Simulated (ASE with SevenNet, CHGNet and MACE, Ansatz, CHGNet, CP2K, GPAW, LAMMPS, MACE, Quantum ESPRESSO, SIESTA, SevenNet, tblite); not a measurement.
# Amorphous 35Lu2O3-65HfO2 (mol %) (63 atoms) in machine-learned potentials

Aim: run amorphous 35Lu2O3-65HfO2 (mol %) (63 atoms) in machine-learned potentials and see how near its forces come to a plane-wave reference, and at what cost.

Method: the method is named at each step, in ASE with SevenNet, CHGNet and MACE.

## Step 1: The structure

The cell holds 63 atoms: 12 Lu, 11 Hf and 40 O. Its edges and angles: a = 9.589 Å, b = 9.589 Å, c = 9.589 Å, α = 90.0°, β = 90.0°, γ = 90.0°. 63 atoms (12 Er, 11 Zr, 40 O) placed at random at 6.84 g/cm³, melted at 5000 K for 10 ps at fixed volume with the Morse and Coulomb pair potential with partial charges (Pedone, Malavasi, Menziani, Cormack and Segre, J. Phys. Chem. B 110, 11780 (2006)). Quenched from 5000 K to 300 K at 10 K/ps and fixed volume, held 10 ps at zero pressure, then minimised at fixed cell. Then Er was replaced by Lu, Zr was replaced by Hf and the cell scaled by 1.003 (the potential has no terms for the new elements, so the cell is a start for a DFT relaxation).

The yardstick, on the same geometry:

```
method                                           : Kohn-Sham DFT, PBE, PAW, plane waves (Ansatz 0.2.0); cutoff 420 eV, Γ point, fermi-dirac smearing of 0.05 eV; PAW set soft_2
r.m.s. force component                           : 0.3687 eV/Å
longest force                                    : 1.432 eV/Å
pressure                                         : -6.964 GPa
gap (highest filled to lowest empty level) : 3.333 eV
SCF cycles                                       : 12
time                                             : 27 s on 4 threads of Arm Neoverse V1, shared host
CPU time                                         : 1.7 min
```

## Step 2: SevenNet l3i5 potential

Method: machine-learned interatomic potential SevenNet l3i5, trained on PBE(+U) plane-wave data.

The input, run.py:

```python
import numpy as np
from ase.io import read
import mlip  # loads the published weights by name

atoms = read("structure.xyz")
atoms.calc = mlip.calc("7net-l3i5")
energy = atoms.get_potential_energy()
forces = atoms.get_forces()
print(f"energy {energy:.6f} eV")
print("forces (eV/A)")
for i, (a, f) in enumerate(zip(atoms, forces)):
    print(f"{i:4d} {a.symbol:2s} {f[0]:10.5f} {f[1]:10.5f} {f[2]:10.5f}")
stress = -atoms.get_stress(voigt=False) * 160.21766
print("stress (GPa, compression positive)")
for row in stress:
    print(" ".join(f"{x:10.4f}" for x in row))
```

The input, structure.xyz:

```xyz
63
Lattice="9.58924 0.00000 0.00000 0.00000 9.58924 0.00000 0.00000 0.00000 9.58924" Properties=species:S:1:pos:R:3 pbc="T T T"
Lu 3.10548 3.22007 2.46693
Lu 9.11112 6.25871 8.32346
Lu 1.88390 3.13252 8.76083
Lu 2.89787 7.79145 7.28495
Lu 0.77232 4.35217 5.16745
Lu 9.03124 1.26252 4.15387
Lu 6.22802 3.14709 4.41393
Lu 3.93725 0.48617 0.10069
Lu 7.43751 6.75006 5.39615
Lu 6.03844 7.30355 8.85135
Lu 9.00238 4.50905 2.20620
Lu 2.93594 5.85049 0.52942
Hf 8.93612 9.42239 6.93734
Hf 5.54306 1.26540 7.10275
Hf 5.33354 9.58023 3.26533
Hf 2.30871 7.30345 3.91711
Hf 5.34562 6.08725 2.92942
Hf 7.39848 1.11379 0.94809
Hf 2.66504 1.55221 5.54335
Hf 0.77280 8.96738 0.44926
Hf 8.80494 7.74485 2.87380
Hf 5.94322 3.99967 0.28624
Hf 4.05634 4.70784 6.20548
O 0.75736 8.25653 7.93625
O 5.16841 6.10595 0.87502
O 5.92653 1.86664 9.16319
O 1.33914 4.02988 1.31958
O 9.10527 8.57460 4.89636
O 3.86485 3.72283 0.15563
O 5.54296 4.01789 2.39664
O 4.24976 7.84429 3.34425
O 1.31699 8.27772 2.41649
O 1.76394 1.16404 0.19869
O 3.46862 1.40521 7.51470
O 4.99714 8.97639 7.88168
O 3.89688 3.32334 4.59411
O 8.61162 0.38223 8.98512
O 6.82226 8.19113 3.75572
O 7.80392 3.14565 0.95029
O 2.31072 3.53133 6.56383
O 4.38200 6.10020 7.72135
O 5.55322 3.31049 6.68217
O 4.02940 1.20402 2.21042
O 8.92912 5.48715 6.29793
O 7.39944 1.02499 6.18774
O 2.48572 8.95376 5.30793
O 7.48488 6.01907 2.81530
O 0.46939 6.13146 3.64171
O 1.50302 5.40008 8.54823
O 5.99577 9.13087 1.13978
O 8.88549 0.13137 2.04759
O 4.79184 0.88796 5.12085
O 8.48389 3.45577 4.14150
O 5.58458 5.56790 4.94220
O 3.20300 5.61786 2.80006
O 6.83550 1.41950 3.04104
[... 3 atom lines left out ...]
O 9.09117 7.26673 0.79418
O 1.49103 2.33853 3.93437
O 7.18493 5.33373 8.89910
O 7.62114 7.81705 7.32791
```

Run with:

```
OMP_NUM_THREADS=1 python run.py > output.txt
```

What it wrote:

```text
energy -578.947510 eV
forces (eV/A)
   0 Lu    0.23702   -0.38210    0.67016
   1 Lu    0.59688   -0.06131   -0.33417
   2 Lu    0.69017    0.03940    0.32967
   3 Lu   -0.14384    0.09159   -0.40797
   4 Lu   -0.60607    1.14798    0.63102
   5 Lu    0.33568    0.03225    0.08417
   6 Lu   -0.65902   -0.37843   -0.37515
   7 Lu   -0.15375   -0.21546    0.48544
   8 Lu    0.42466    0.14790    0.58020
   9 Lu   -0.45922    0.02487    0.12920
  10 Lu   -0.24429   -0.20001   -0.12641
  11 Lu   -0.15093    0.16976    0.05701
  12 Hf    0.11824    0.60339    0.37576
  13 Hf    0.44561    0.08169   -0.69537
  14 Hf   -0.10538    0.27749   -0.01503
  15 Hf    0.54597    0.93708   -0.36613
  16 Hf   -0.04349    0.61598   -0.66008
  17 Hf    0.05807   -0.79657   -0.51601
  18 Hf    0.04965   -0.55275    0.18139
  19 Hf    0.33908    0.49977   -0.17556
  20 Hf    0.06315   -0.00377   -0.57700
  21 Hf    0.64535    0.44093    0.31353
  22 Hf    0.10701   -0.18422    0.13060
  23 O     0.24405   -0.45257    0.00293
[...]
55 O     0.36059    0.43568    0.73096
  56 O    -0.19472   -0.08881   -0.47327
  57 O     0.25803    0.09406   -0.37674
  58 O    -0.40682   -0.01290    0.25963
  59 O    -0.18200   -0.30954   -0.05232
  60 O    -0.24728    0.15566    0.10559
  61 O    -0.43419    0.07149    0.28466
  62 O    -0.22055   -1.12270   -0.24544
stress (GPa, compression positive)
   -8.9531    -1.2128     0.7252
   -1.2128   -10.0814    -2.2267
    0.7252    -2.2267    -9.4686
```

Elapsed: 17 s, on 1 thread of Arm Neoverse V1, shared host; peak memory 1.2 GiB.

Banners, paths, timers and routine set-up lines are dropped from the logs unmarked, and long logs keep their key lines alone; longer cuts are marked.

Compared with the plane-wave run:

```yaml
r_m_s_force_component: 0.3626 eV/Å
r_m_s_difference_of_force_components: 82.54 meV/Å
longest_difference_of_force_vectors: 423.1 meV/Å
force_difference_over_r_m_s_force: 22.39 %
slope_of_forces_against_the_reference_s: 0.9585
correlation_of_force_components: 0.9747
pressure: -9.501 GPa
pressure_difference: -2.537 GPa
```

Length of the force difference by element (eV/Å):

```tsv
element	atoms	mean	most
Hf	11	0.18	0.42
Lu	12	0.13	0.22
O	40	0.11	0.19
```

A closer look about Lu5, which bears the longest force: 9 atoms, nearest first, numbered in the order of the input, with positions taken from that point.

```tsv
atom	x	y	z	distance (Å)	bonds	Fx	Fy	Fz (eV/Å)
Lu5	0.00	0.00	0.00	0.00	6	-0.61	1.15	0.63
O44	-1.43	1.13	1.13	2.15	3	0.16	-0.15	-0.35
O40	1.54	-0.82	1.40	2.23	4	-0.50	0.21	0.25
O53	-1.88	-0.90	-1.03	2.32	4	0.46	-0.16	-0.34
O48	-0.30	1.78	-1.53	2.36	4	-0.21	-0.78	0.10
O61	0.72	-2.01	-1.23	2.47	4	-0.25	0.16	0.11
O59	1.86	1.78	0.42	2.61	4	-0.41	-0.01	0.26
O57	-0.13	-3.06	1.08	3.25	3	-0.19	-0.09	-0.47
Lu11	-1.36	0.16	-2.96	3.26	5	-0.24	-0.20	-0.13
```

Atoms are counted from 1 here, from 0 in the log.

Forces lie 22 % from the reference's, at 0.098 times its CPU time (on 1 against 4 cores).

## Step 3: CHGNet 0.3.0 potential

Method: machine-learned interatomic potential CHGNet 0.3.0, trained on PBE(+U) plane-wave data.

Changes to run.py since step 2:

```diff
@@ -5,3 +5,3 @@
 atoms = read("structure.xyz")
-atoms.calc = mlip.calc("7net-l3i5")
+atoms.calc = mlip.calc("chgnet-0.3.0")
 energy = atoms.get_potential_energy()
```

structure.xyz is that of step 2.

What it wrote:

```text
CHGNet v0.3.0 initialized with 412,525 parameters
CHGNet will run on cpu
energy -607.205261 eV
forces (eV/A)
   0 Lu    0.27978   -0.24078    0.69305
   1 Lu    0.53997   -0.01605   -0.09488
   2 Lu    0.72778    0.01761    0.08777
   3 Lu   -0.27885    0.09511   -0.23860
   4 Lu   -0.27898    0.91844    0.53708
   5 Lu    0.26079   -0.09832   -0.01617
   6 Lu   -0.63236   -0.39942   -0.50629
   7 Lu   -0.09364   -0.12118    0.39857
   8 Lu    0.40593    0.16565    0.55022
   9 Lu   -0.37166    0.06813    0.04475
  10 Lu   -0.27854   -0.14231   -0.13258
  11 Lu   -0.11542    0.25384    0.10032
  12 Hf    0.12612    0.53318    0.44609
  13 Hf    0.13887    0.14342   -0.62601
  14 Hf   -0.10494    0.28621   -0.09954
  15 Hf    0.32360    0.75336   -0.61800
  16 Hf   -0.06727    0.69445   -0.51287
  17 Hf    0.07229   -0.91894   -0.40186
  18 Hf    0.06828   -0.39585    0.41270
  19 Hf    0.03860    0.20552   -0.29358
  20 Hf    0.30243   -0.08656   -0.57512
  21 Hf    0.65342    0.24030    0.53093
  22 Hf   -0.07696   -0.25102    0.13761
  23 O     0.35748   -0.54019   -0.01454
[...]
55 O     0.35144    0.48425    0.82510
  56 O    -0.22010   -0.09601   -0.44354
  57 O     0.34007    0.05412   -0.42229
  58 O    -0.37130   -0.03658    0.37093
  59 O    -0.05286   -0.18977   -0.02732
  60 O    -0.27370    0.10998    0.02355
  61 O    -0.45992    0.07707    0.20252
  62 O    -0.24061   -1.15829   -0.28561
stress (GPa, compression positive)
   -9.6940    -1.0021     0.7343
   -1.0021   -10.7223    -1.9141
    0.7343    -1.9141   -10.1222
```

It took 4.9 s on 1 thread; peak memory 1 GiB.

Compared with the plane-wave run:

* r.m.s. force component: 0.352 eV/Å
* r.m.s. difference of force components: 129.6 meV/Å
* longest difference of force vectors: 504.9 meV/Å
* force difference over r.m.s. force: 35.16 %
* slope of forces against the reference's: 0.8941
* correlation of force components: 0.9363
* pressure: -10.18 GPa
* pressure difference: -3.215 GPa

Against the first run (22 %), the force difference from the reference is 35 %, at 0.36 times the CPU time.

## Step 4: MACE MPA-0 medium potential

Method: machine-learned interatomic potential MACE MPA-0 medium, trained on PBE(+U) plane-wave data.

Changes to run.py since step 3:

```diff
@@ -5,3 +5,3 @@
 atoms = read("structure.xyz")
-atoms.calc = mlip.calc("chgnet-0.3.0")
+atoms.calc = mlip.calc("mace-mpa-0-medium")
 energy = atoms.get_potential_energy()
```

structure.xyz is that of step 3.

What it wrote:

```text
energy -578.561284 eV
forces (eV/A)
   0 Lu    0.34558   -0.39824    0.66647
   1 Lu    0.63272   -0.02907   -0.49444
   2 Lu    0.59988   -0.08323    0.39023
   3 Lu   -0.23315    0.01986   -0.25754
   4 Lu   -0.51239    1.06428    0.75236
   5 Lu    0.14410    0.04226   -0.01087
   6 Lu   -0.52944   -0.50198   -0.50988
   7 Lu   -0.24543   -0.28934    0.56373
   8 Lu    0.36350    0.09438    0.53127
   9 Lu   -0.45523    0.05192   -0.03912
  10 Lu   -0.37475   -0.20217    0.02792
  11 Lu   -0.06564    0.32646    0.11635
  12 Hf    0.09069    0.37708    0.53030
  13 Hf    0.35595    0.07648   -0.63956
  14 Hf   -0.15294    0.28005    0.08575
  15 Hf    0.51440    0.93780   -0.53596
  16 Hf    0.13679    0.77982   -0.57018
  17 Hf   -0.02834   -0.72752   -0.42589
  18 Hf    0.13194   -0.48754    0.22041
  19 Hf    0.41121    0.54901   -0.35389
  20 Hf    0.05508   -0.07520   -0.42009
  21 Hf    0.44039    0.16618    0.29639
  22 Hf    0.03123   -0.19463   -0.01623
  23 O     0.29574   -0.41646    0.02245
[...]
55 O     0.40302    0.50341    0.72535
  56 O    -0.10646   -0.08477   -0.40489
  57 O     0.19195    0.10913   -0.46366
  58 O    -0.30796   -0.03451    0.32276
  59 O    -0.17391   -0.36789   -0.00807
  60 O    -0.16340    0.14368    0.03869
  61 O    -0.34117    0.09019    0.25270
  62 O    -0.30194   -1.12557   -0.24578
stress (GPa, compression positive)
   -9.0944    -1.3277     0.6465
   -1.3277   -10.2335    -2.2682
    0.6465    -2.2682    -9.4774
```

Wall time 8 s (1 thread); peak memory 0.96 GiB.

Numbers from this run, and their distance from the reference:

* r.m.s. force component: 0.3558 eV/Å
* r.m.s. difference of force components: 105.7 meV/Å
* longest difference of force vectors: 425.2 meV/Å
* force difference over r.m.s. force: 28.68 %
* slope of forces against the reference's: 0.9244
* correlation of force components: 0.958
* pressure: -9.602 GPa
* pressure difference: -2.638 GPa

Against the first run (22 %), the force difference from the reference is 29 %, at 0.74 times the CPU time.

## Step 5: Side by side

Differences are against the plane-wave reference, forces as r.m.s. over components; share is that over the reference's r.m.s. force, slope the least-squares factor from reference forces to these. Total energies of different programs have different zeros and aren't compared.

```tsv
run	Δ force, r.m.s. (meV/Å)	share (%)	slope	Δ pressure (GPa)	cores	CPU time	memory (GiB)
reference	-	-	-	-	4	1.7 min	1.6
SevenNet l3i5 potential	82.5	22.4	0.959	-2.54	1	10 s	1.2
CHGNet 0.3.0 potential	130	35.2	0.894	-3.22	1	3.7 s	1
MACE MPA-0 medium potential	106	28.7	0.924	-2.64	1	7.4 s	0.96
```

Times of the machine-learned potentials are mostly Python's start and the loading of weights.

CPU time is summed over cores on a shared host, where runs went side by side, so it is rough. Symmetry, cutoffs, thresholds, outputs and thread counts weren't matched or tuned between programs; memory under MPI is the largest rank's times the ranks.

## Step 6: Results

```yaml
nearest_in_forces: SevenNet l3i5 potential, 22 %
its_cpu_time: 10 s
```

In words: Machine-learned potentials differ by 22 % (SevenNet l3i5 potential) to 35 % (CHGNet 0.3.0 potential); they were trained on other programs' data. Machine-learned potentials mimic data converged in k, so the reference's own k-point error enters their differences. The quench rate of 10 K/ps is many orders above laboratory rates, so the cell is likely richer in defects and strain than a real sample. The network of bonds at the start is that of the classical potential that made the cell, and needn't be the one that DFT or experiment would give. The reference's pressure of -7.0 GPa belongs to a cell and atoms that aren't relaxed at this level. The electronic-structure runs sample only Γ, in a cell whose shortest periodic width is 10 Å. Spin–orbit coupling is left out, which matters for the levels of the heavy elements.

[Also dropped from logs without a mark: logging warnings of Python, and SIESTA's first energy breakdown and zero terms.]

[Logs are printed without paths, hosts, clocks, repeated set-up lines and the standing remarks that a program may print on its own settings, such as how far it seeks lower states.]

[Hosts, paths, dates, database ids (printed as entryN), source tags and the programs' standing remarks are cut or masked in the printed files.]
